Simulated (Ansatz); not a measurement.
# H on Ta(110): change of the work function, part 2 of 4

Aim: the work function of Ta(110) at several coverages of H (hollow site), and the dipole that each adsorbate carries.

Ansatz 0.2.0; plane-wave DFT, PBE, Ansatz PAW (set soft_1); PAW set soft_1.

So far, work function, upper face (eV): step 2 (the clean slab) 4.76.

**3. Adsorbate added, k-mesh 4×4×1, coverage 0.111 ML**

System of this step: Ta36H (H/Ta(110)). The cell holds 37 atoms: 36 Ta and 1 H. Cell: a = 8.600 Å, b = 8.600 Å, c = 26.257 Å, α = 90.0°, β = 90.0°, γ = 70.5°. Vacuum lies along c.

The clean slab as it ended is repeated in the plane and the adsorbate is set on one face; the cell's size fixes the coverage, and the k-mesh shrinks with it to keep the sampling density about even. Adsorbate and upper layers relax, since the dipole depends on the height.

input.yaml reads:

```yaml
crystal:
  lattice:
    - [7.0215703371, -4.965, 0.0]
    - [7.0215703371, 4.965, 0.0]
    - [0.0, 0.0, 26.2570952656]
  atoms:
    - { symbol: Ta, position: [0.0, 0.0, 0.342764495] }
    - { symbol: Ta, position: [0.1666666667, 0.1666666667, 0.4319031992] }
    - { symbol: Ta, position: [0.0, 0.0, 0.5211451613] }
    - { symbol: Ta, position: [0.1666666667, 0.1666666667, 0.6068093742] }
    - { symbol: Ta, position: [0.0, 0.3333333333, 0.342764495] }
    - { symbol: Ta, position: [0.1666666667, 0.5, 0.4319031992] }
    - { symbol: Ta, position: [0.0, 0.3333333333, 0.5211451613] }
    - { symbol: Ta, position: [0.1666666667, 0.5, 0.6068093742] }
    - { symbol: Ta, position: [0.0, 0.6666666667, 0.342764495] }
    - { symbol: Ta, position: [0.1666666667, 0.8333333333, 0.4319031992] }
    - { symbol: Ta, position: [0.0, 0.6666666667, 0.5211451613] }
    - { symbol: Ta, position: [0.1666666667, 0.8333333333, 0.6068093742] }
    - { symbol: Ta, position: [0.3333333333, 0.0, 0.342764495] }
    - { symbol: Ta, position: [0.5, 0.1666666667, 0.4319031992] }
    - { symbol: Ta, position: [0.3333333333, 0.0, 0.5211451613] }
    - { symbol: Ta, position: [0.5, 0.1666666667, 0.6068093742] }
    - { symbol: Ta, position: [0.3333333333, 0.3333333333, 0.342764495] }
    - { symbol: Ta, position: [0.5, 0.5, 0.4319031992] }
    - { symbol: Ta, position: [0.3333333333, 0.3333333333, 0.5211451613] }
    - { symbol: Ta, position: [0.5, 0.5, 0.6068093742] }
    - { symbol: Ta, position: [0.3333333333, 0.6666666667, 0.342764495] }
    - { symbol: Ta, position: [0.5, 0.8333333333, 0.4319031992] }
    - { symbol: Ta, position: [0.3333333333, 0.6666666667, 0.5211451613] }
    - { symbol: Ta, position: [0.5, 0.8333333333, 0.6068093742] }
    - { symbol: Ta, position: [0.6666666667, 0.0, 0.342764495] }
    - { symbol: Ta, position: [0.8333333333, 0.1666666667, 0.4319031992] }
    - { symbol: Ta, position: [0.6666666667, 0.0, 0.5211451613] }
    - { symbol: Ta, position: [0.8333333333, 0.1666666667, 0.6068093742] }
    - { symbol: Ta, position: [0.6666666667, 0.3333333333, 0.342764495] }
    - { symbol: Ta, position: [0.8333333333, 0.5, 0.4319031992] }
    - { symbol: Ta, position: [0.6666666667, 0.3333333333, 0.5211451613] }
    - { symbol: Ta, position: [0.8333333333, 0.5, 0.6068093742] }
    - { symbol: Ta, position: [0.6666666667, 0.6666666667, 0.342764495] }
    - { symbol: Ta, position: [0.8333333333, 0.8333333333, 0.4319031992] }
    - { symbol: Ta, position: [0.6666666667, 0.6666666667, 0.5211451613] }
    - { symbol: Ta, position: [0.8333333333, 0.8333333333, 0.6068093742] }
    - { symbol: H, position: [0.28, 0.28, 0.657235505] }
kpoints:
  mp_grid: { grid: [4, 4, 1] }
hamiltonian:
  xc: pbe
  pseudopotentials: { kind: paw, azcp: { folder: soft_1 } }
scf:
  occupations: { method: fermi_dirac, width: 0.1 }
  convergence: { dr2_threshold: 1.0e-08 }
efield:
  axis: 3
  dipole_correction: true
  ramp_position: 0.97
  ramp_width: 0.06
relax:
  f_tol: 0.02
  max_steps: 60
  constraints:
    - { sites: [0, 1, 4, 5, 8, 9, 12, 13, 16, 17, 20, 21, 24, 25, 28, 29, 32, 33] }
output:
  write_potential: true
  write_density: true
  volumetric_format: npy
```

Started as:

```bash
$ ansatz run input.yaml --threads 4 --pin off --max-ram 16384MiB --backend cpu --events-out ev --progress --plain --runs-dir out
```

Standard output:

```text
[...]
Crystal: 37 atoms, lattice volume = 1830.755 Å³
Basis set: ecut = 420 eV, 35893 PW (Γ), exchange–correlation on 120×120×360 points (8 copies of the dense FFT grid, shifted against one another)
Bands: 282, of which v1, the nominal top of the filled ones, is band 235 counted from 1 (234 counted from 0)
Symmetry: 2 space group operations
[...]
k-points: 7 of 16 (time reversal used)
[...]
SCF iter   1: F=—  HF=-357618.353725 eV  |F-HF|=—  |Δ(HF+E_count)|=         —  Δρ=3.98e-2  dr2=3.78e2  ethr=3.10e-3  p=-0.000 e·Å  D=-6.20e-8 V/Å  ΔV_dip=0.00 eV  dr2_dipole=4.00e0  V_vac-E_F(+/−)=7.38/7.38 eV  ⟨swp⟩=12.4  Hψ=10609  notcnv=0  defer=1
[...]
SCF iter  11: F=-357593.148647 eV  HF=-357593.148647 eV  |F-HF|=2.41e-8  |Δ(HF+E_count)|=   1.24e-7  Δρ=4.78e-7  dr2=6.27e-9  ethr=2.13e-12  p=0.029 e·Å  D=2.87e-3 V/Å  ΔV_dip=-0.08 eV  dr2_dipole=3.70e-12  V_vac-E_F(+/−)=4.73/4.81 eV  ⟨swp⟩=10.9  Hψ=14749  notcnv=0
SCF 1 converged in 11 iterations: F = -357593.148647 eV  dr2 = 6.27e-9
[...]
relax step   1: F+E_penalty+E_count = -357593.14864721 eV  Δ(F+E_penalty+E_count) = +0.000e0 eV  max|allowed force component| = 7.752e-1 eV/Å  Δτ_max = 0.0000 Å  (11 SCF iters, accepted)
[...]
SCF iter   9: F=-357593.251643 eV  HF=-357593.251643 eV  |F-HF|=2.33e-8  |Δ(HF+E_count)|=   5.94e-8  Δρ=3.44e-7  dr2=3.78e-9  ethr=2.13e-12  p=0.033 e·Å  D=3.30e-3 V/Å  ΔV_dip=-0.09 eV  dr2_dipole=6.80e-11  V_vac-E_F(+/−)=4.72/4.81 eV  ⟨swp⟩=10.9  Hψ=14757  notcnv=0
SCF 2 converged in 9 iterations: F = -357593.251643 eV  dr2 = 3.78e-9
relax step   2: F+E_penalty+E_count = -357593.25164340 eV  Δ(F+E_penalty+E_count) = -1.030e-1 eV  max|allowed force component| = 5.066e-1 eV/Å  Δτ_max = 0.1949 Å  (9 SCF iters, accepted)
SCF iter   1: F=—  HF=-357593.316944 eV  |F-HF|=—  |Δ(HF+E_count)|=         —  Δρ=2.04e-3  dr2=2.24e-1  ethr=3.31e-4  p=0.033 e·Å  D=3.30e-3 V/Å  ΔV_dip=-0.09 eV  dr2_dipole=5.41e-4  V_vac-E_F(+/−)=4.73/4.81 eV  ⟨swp⟩=5.0  Hψ=3966  notcnv=0  defer=4
[...]
SCF iter   9: F=-357593.294486 eV  HF=-357593.294486 eV  |F-HF|=1.21e-8  |Δ(HF+E_count)|=   4.73e-8  Δρ=2.95e-7  dr2=2.97e-9  ethr=2.13e-12  p=0.034 e·Å  D=3.33e-3 V/Å  ΔV_dip=-0.09 eV  dr2_dipole=1.74e-10  V_vac-E_F(+/−)=4.72/4.81 eV  ⟨swp⟩=10.3  Hψ=13768  notcnv=0
SCF 3 converged in 9 iterations: F = -357593.294486 eV  dr2 = 2.97e-9
relax step   3: F+E_penalty+E_count = -357593.29448562 eV  Δ(F+E_penalty+E_count) = -4.284e-2 eV  max|allowed force component| = 1.100e-1 eV/Å  Δτ_max = 0.0840 Å  (9 SCF iters, accepted)
[...]
relax step   4: F+E_penalty+E_count = -357593.29687092 eV  Δ(F+E_penalty+E_count) = -2.385e-3 eV  max|allowed force component| = 4.348e-2 eV/Å  Δτ_max = 0.0145 Å  (7 SCF iters, accepted)
SCF iter   1: F=—  HF=-357593.298208 eV  |F-HF|=—  |Δ(HF+E_count)|=         —  Δρ=1.92e-4  dr2=1.80e-3  ethr=1.96e-6  p=0.033 e·Å  D=3.28e-3 V/Å  ΔV_dip=-0.09 eV  dr2_dipole=5.37e-5  V_vac-E_F(+/−)=4.73/4.81 eV  ⟨swp⟩=2.0  Hψ=3065  notcnv=0  defer=4
[...]
SCF iter   7: F=-357593.297202 eV  HF=-357593.297202 eV  |F-HF|=8.15e-9  |Δ(HF+E_count)|=   3.59e-8  Δρ=1.96e-7  dr2=1.22e-9  ethr=2.13e-12  p=0.033 e·Å  D=3.25e-3 V/Å  ΔV_dip=-0.09 eV  dr2_dipole=7.22e-11  V_vac-E_F(+/−)=4.73/4.81 eV  ⟨swp⟩=10.1  Hψ=14281  notcnv=0
SCF 5 converged in 7 iterations: F = -357593.297202 eV  dr2 = 1.22e-9
relax step   5: F+E_penalty+E_count = -357593.29720185 eV  Δ(F+E_penalty+E_count) = -3.309e-4 eV  max|allowed force component| = 5.364e-3 eV/Å  Δτ_max = 0.0071 Å  (7 SCF iters, accepted)
NSCF: frozen V_eff on 7 k-points
[...]
SCF converged after 7 iterations
Free energy (F): -357593.297202 eV
[...]
Internal energy: -357591.627255 eV  (E = F + TS)
E sigma→0 (E₀):  -357592.462229 eV
Entropy (-TS):   -1.669947 eV (-45.134 meV/atom)
Fermi energy:    3.661963 eV
Dipole field:    D = 0.003254 V/Å  (p = 0.032925 e·Å, saw-weighted, corrected)
Work function:   Φ+ = 4.7258 eV   Φ− = 4.8112 eV
[...]
--- Forces (eV/Å), atoms counted from 1 ---
  atom   1  Ta     0.00589335     0.00000000     0.39454225
  atom   2  Ta    -0.02578808     0.00000000    -0.41140513
  atom   3  Ta    -0.00207059     0.00000000    -0.00076326
  atom   4  Ta    -0.00120990     0.00000000     0.00073033
  atom   5  Ta    -0.00707617    -0.00151076     0.42317549
  atom   6  Ta     0.00275794    -0.02497430    -0.42146189
  atom   7  Ta     0.00088104    -0.00536352     0.00092812
  atom   8  Ta     0.00063832     0.00199635     0.00031625
  atom   9  Ta     0.00593731     0.01403802     0.42142339
  atom  10  Ta    -0.00837906    -0.02999783    -0.43273449
  atom  11  Ta     0.00101006     0.00010316     0.00044840
  atom  12  Ta     0.00030100    -0.00153862     0.00191593
  atom  13  Ta    -0.00707617     0.00151076     0.42317549
  atom  14  Ta     0.00275794     0.02497430    -0.42146189
  atom  15  Ta     0.00088104     0.00536352     0.00092812
  atom  16  Ta     0.00063832    -0.00199635     0.00031625
  atom  17  Ta     0.00582378     0.00000000     0.44730756
  atom  18  Ta     0.00506604     0.00000000    -0.38278686
  atom  19  Ta     0.00041229     0.00000000    -0.00258513
  atom  20  Ta     0.00384254     0.00000000    -0.00308800
  atom  21  Ta     0.00604653     0.00840311     0.43202878
  atom  22  Ta     0.02031316     0.02605188    -0.44112575
  atom  23  Ta     0.00032028     0.00085384     0.00015692
  atom  24  Ta    -0.00379491    -0.00324810    -0.00007857
  atom  25  Ta     0.00593731    -0.01403802     0.42142339
  atom  26  Ta    -0.00837906     0.02999783    -0.43273449
  atom  27  Ta     0.00101006    -0.00010316     0.00044840
  atom  28  Ta     0.00030100     0.00153862     0.00191593
  atom  29  Ta     0.00604653    -0.00840311     0.43202878
  atom  30  Ta     0.02031316    -0.02605188    -0.44112575
  atom  31  Ta     0.00032028    -0.00085384     0.00015692
  atom  32  Ta    -0.00379491     0.00324810    -0.00007857
  atom  33  Ta    -0.01154055     0.00000000     0.42804094
  atom  34  Ta    -0.01788913     0.00000000    -0.44091979
  atom  35  Ta     0.00023516     0.00000000     0.00448113
  atom  36  Ta     0.00182127     0.00000000     0.00006048
  atom  37  H     -0.00250663     0.00000000    -0.00360954
  max |Σ_I F_I| component: 9.90e-6 eV/Å
--- Band table (eV; the first three rows and the last of 7) ---
  k-point 0: bands = [... 231 lower, 3.5571, 3.5611, 3.5984, 3.6098, 3.6110, 3.6148, 3.7512, 3.8728, ... 43 higher]
  k-point 1: bands = [... 231 lower, 3.4847, 3.5575, 3.6011, 3.6664, 3.7480, 3.8008, 3.8444, 3.8763, ... 43 higher]
  k-point 2: bands = [... 231 lower, 3.5407, 3.5759, 3.6511, 3.6714, 3.6979, 3.6991, 3.7171, 3.7718, ... 43 higher]
  k-point 6: bands = [... 231 lower, 3.5073, 3.5125, 3.5242, 3.6745, 3.6776, 3.6874, 3.7597, 3.7676, ... 43 higher]
--- Relaxed structure (5 steps of the walk, 5 accepted, 0 SCFs on fresh bases) ---
  F+E_penalty+E_count = -357593.29720185 eV   max|allowed force component| = 5.364e-3 eV/Å
  atoms:
    - { symbol: Ta, position: [0.0, 0.0, 0.342764495] }
    - { symbol: Ta, position: [0.1666666667, 0.1666666667, 0.4319031992] }
    - { symbol: Ta, position: [-0.000398938, -0.000398938, 0.520946] }
    - { symbol: Ta, position: [0.164825, 0.164825, 0.606607] }
    - { symbol: Ta, position: [0.0, 0.3333333333, 0.342764495] }
    - { symbol: Ta, position: [0.1666666667, 0.5, 0.4319031992] }
    - { symbol: Ta, position: [0.000118764, 0.333058, 0.520976] }
    - { symbol: Ta, position: [0.170215, 0.498333, 0.608125] }
    - { symbol: Ta, position: [0.0, 0.6666666667, 0.342764495] }
    - { symbol: Ta, position: [0.166667, 0.833333, 0.4319031992] }
    - { symbol: Ta, position: [0.000254959, 0.666838, 0.520898] }
    - { symbol: Ta, position: [0.164783, 0.831756, 0.607213] }
    - { symbol: Ta, position: [0.3333333333, 0.0, 0.342764495] }
    - { symbol: Ta, position: [0.5, 0.1666666667, 0.4319031992] }
    - { symbol: Ta, position: [0.333058, 0.000118764, 0.520976] }
    - { symbol: Ta, position: [0.498333, 0.170215, 0.608125] }
    - { symbol: Ta, position: [0.3333333333, 0.3333333333, 0.342764495] }
    - { symbol: Ta, position: [0.5, 0.5, 0.4319031992] }
    - { symbol: Ta, position: [0.333786, 0.333786, 0.521433] }
    - { symbol: Ta, position: [0.505239, 0.505239, 0.606705] }
    - { symbol: Ta, position: [0.333333, 0.6666666667, 0.342764495] }
    - { symbol: Ta, position: [0.5, 0.833333, 0.4319031992] }
    - { symbol: Ta, position: [0.333338, 0.666862, 0.521455] }
    - { symbol: Ta, position: [0.499029, 0.836598, 0.606776] }
    - { symbol: Ta, position: [0.6666666667, 0.0, 0.342764495] }
    - { symbol: Ta, position: [0.833333, 0.166667, 0.4319031992] }
    - { symbol: Ta, position: [0.666838, 0.000254959, 0.520898] }
    - { symbol: Ta, position: [0.831756, 0.164783, 0.607213] }
    - { symbol: Ta, position: [0.6666666667, 0.333333, 0.342764495] }
    - { symbol: Ta, position: [0.833333, 0.5, 0.4319031992] }
    - { symbol: Ta, position: [0.666862, 0.333338, 0.521455] }
    - { symbol: Ta, position: [0.836598, 0.499029, 0.606776] }
    - { symbol: Ta, position: [0.6666666667, 0.6666666667, 0.342764495] }
    - { symbol: Ta, position: [0.8333333333, 0.8333333333, 0.4319031992] }
    - { symbol: Ta, position: [0.667067, 0.667067, 0.521165] }
    - { symbol: Ta, position: [0.833502, 0.833502, 0.606659] }
    - { symbol: H, position: [0.285202, 0.285202, 0.648258] }
```

Run time: 13 min. Hardware: 4 threads of Arm Neoverse V1, shared host; peak memory 9.2 GiB.

The steps of the relaxation:

```csv
step,energy less that of the first step (eV),largest force component (eV/Å)
1,0.0000,0.7752
2,-0.1030,0.5066
3,-0.1458,0.1100
4,-0.1482,0.0435
5,-0.1486,0.0054
```

Forces are held to the 2 operations that the program found; a distortion that breaks them can't arise in this run.

The atoms that moved most (Å):

```csv
atom,dx,dy,dz,length
H37,0.073,0.000,-0.236,0.247
Ta20,0.074,0.000,-0.003,0.074
Ta16,0.013,0.026,0.035,0.045
Ta8,0.013,-0.026,0.035,0.045
Ta28,-0.024,-0.002,0.011,0.027
Ta12,-0.024,0.002,0.011,0.027
Ta24,0.016,0.021,-0.001,0.027
Ta32,0.016,-0.021,-0.001,0.027
```

The relaxed structure:

```cif
data_structure
_symmetry_space_group_name_H-M 'P 1'
_symmetry_Int_Tables_number 1
_cell_length_a 8.5996
_cell_length_b 8.5996
_cell_length_c 26.2571
_cell_angle_alpha 90.000
_cell_angle_beta 90.000
_cell_angle_gamma 70.529
_cell_volume 1830.75
loop_
_atom_site_label
_atom_site_type_symbol
_atom_site_fract_x
_atom_site_fract_y
_atom_site_fract_z
_atom_site_occupancy
Ta1 Ta 0.00000 0.00000 0.34276 1
Ta2 Ta 0.16667 0.16667 0.43190 1
Ta3 Ta 0.99960 0.99960 0.52095 1
Ta4 Ta 0.16482 0.16482 0.60661 1
Ta5 Ta 0.00000 0.33333 0.34276 1
Ta6 Ta 0.16667 0.50000 0.43190 1
Ta7 Ta 0.00012 0.33306 0.52098 1
Ta8 Ta 0.17022 0.49833 0.60813 1
Ta9 Ta 0.00000 0.66667 0.34276 1
Ta10 Ta 0.16667 0.83333 0.43190 1
Ta11 Ta 0.00025 0.66684 0.52090 1
Ta12 Ta 0.16478 0.83176 0.60721 1
Ta13 Ta 0.33333 0.00000 0.34276 1
Ta14 Ta 0.50000 0.16667 0.43190 1
Ta15 Ta 0.33306 0.00012 0.52098 1
Ta16 Ta 0.49833 0.17022 0.60813 1
Ta17 Ta 0.33333 0.33333 0.34276 1
Ta18 Ta 0.50000 0.50000 0.43190 1
Ta19 Ta 0.33379 0.33379 0.52143 1
Ta20 Ta 0.50524 0.50524 0.60670 1
Ta21 Ta 0.33333 0.66667 0.34276 1
Ta22 Ta 0.50000 0.83333 0.43190 1
Ta23 Ta 0.33334 0.66686 0.52146 1
Ta24 Ta 0.49903 0.83660 0.60678 1
Ta25 Ta 0.66667 0.00000 0.34276 1
Ta26 Ta 0.83333 0.16667 0.43190 1
Ta27 Ta 0.66684 0.00025 0.52090 1
Ta28 Ta 0.83176 0.16478 0.60721 1
Ta29 Ta 0.66667 0.33333 0.34276 1
Ta30 Ta 0.83333 0.50000 0.43190 1
Ta31 Ta 0.66686 0.33334 0.52146 1
Ta32 Ta 0.83660 0.49903 0.60678 1
Ta33 Ta 0.66667 0.66667 0.34276 1
Ta34 Ta 0.83333 0.83333 0.43190 1
Ta35 Ta 0.66707 0.66707 0.52117 1
Ta36 Ta 0.83350 0.83350 0.60666 1
H37 H 0.28520 0.28520 0.64826 1
```

Read from the output:

```yaml
energy_at_zero_smearing: -357592.4622 eV
work_function_upper_face: 4.726 eV
work_function_lower_face: 4.811 eV
dipole_along_the_normal: 0.03293 e·Å
step_between_the_vacuum_levels: -0.08545 eV
```

Running mean over 2.341 Å of the planar mean; the ramp of the sawtooth is left out. Table of electron's electrostatic potential energy less the Fermi level by z:

```csv
z (Å),electron's electrostatic potential energy less the Fermi level (eV)
4,4.81
5,4.79
6,4.62
7,2.99
8,-4.91
9,-9.71
10,-9.65
11,-9.59
12,-9.57
13,-9.57
14,-9.83
15,-10.3
16,-9.80
17,-4.48
18,3.05
19,4.56
20,4.71
21,4.72
22,4.73
23,4.73
```

The relaxation took 5 steps and lowered the energy by 0.15 eV; the largest force on the free atoms ends at 0.0054 eV/Å.

The covered face has 4.73 eV, -0.04 eV against the clean one; the bare back face has moved by -0.00 eV, a measure of how thin the slab is.

(Part 2 of 4 ends here.)

[Long decimals in the printed logs are rounded to 6 places.]

[Logs are printed without paths, hosts, clocks, repeated set-up lines and the standing remarks that a program may print on its own settings, such as how far it seeks lower states.]

[Hosts, paths, dates, database ids (printed as entryN), source tags and the programs' standing remarks are cut or masked in the printed files.]

[Maps of the electrostatic potential energy from Ansatz leave out the sawtooth potential of an applied field or a dipole correction, so their vacuum need not be flat; planar profiles and work functions include it.]
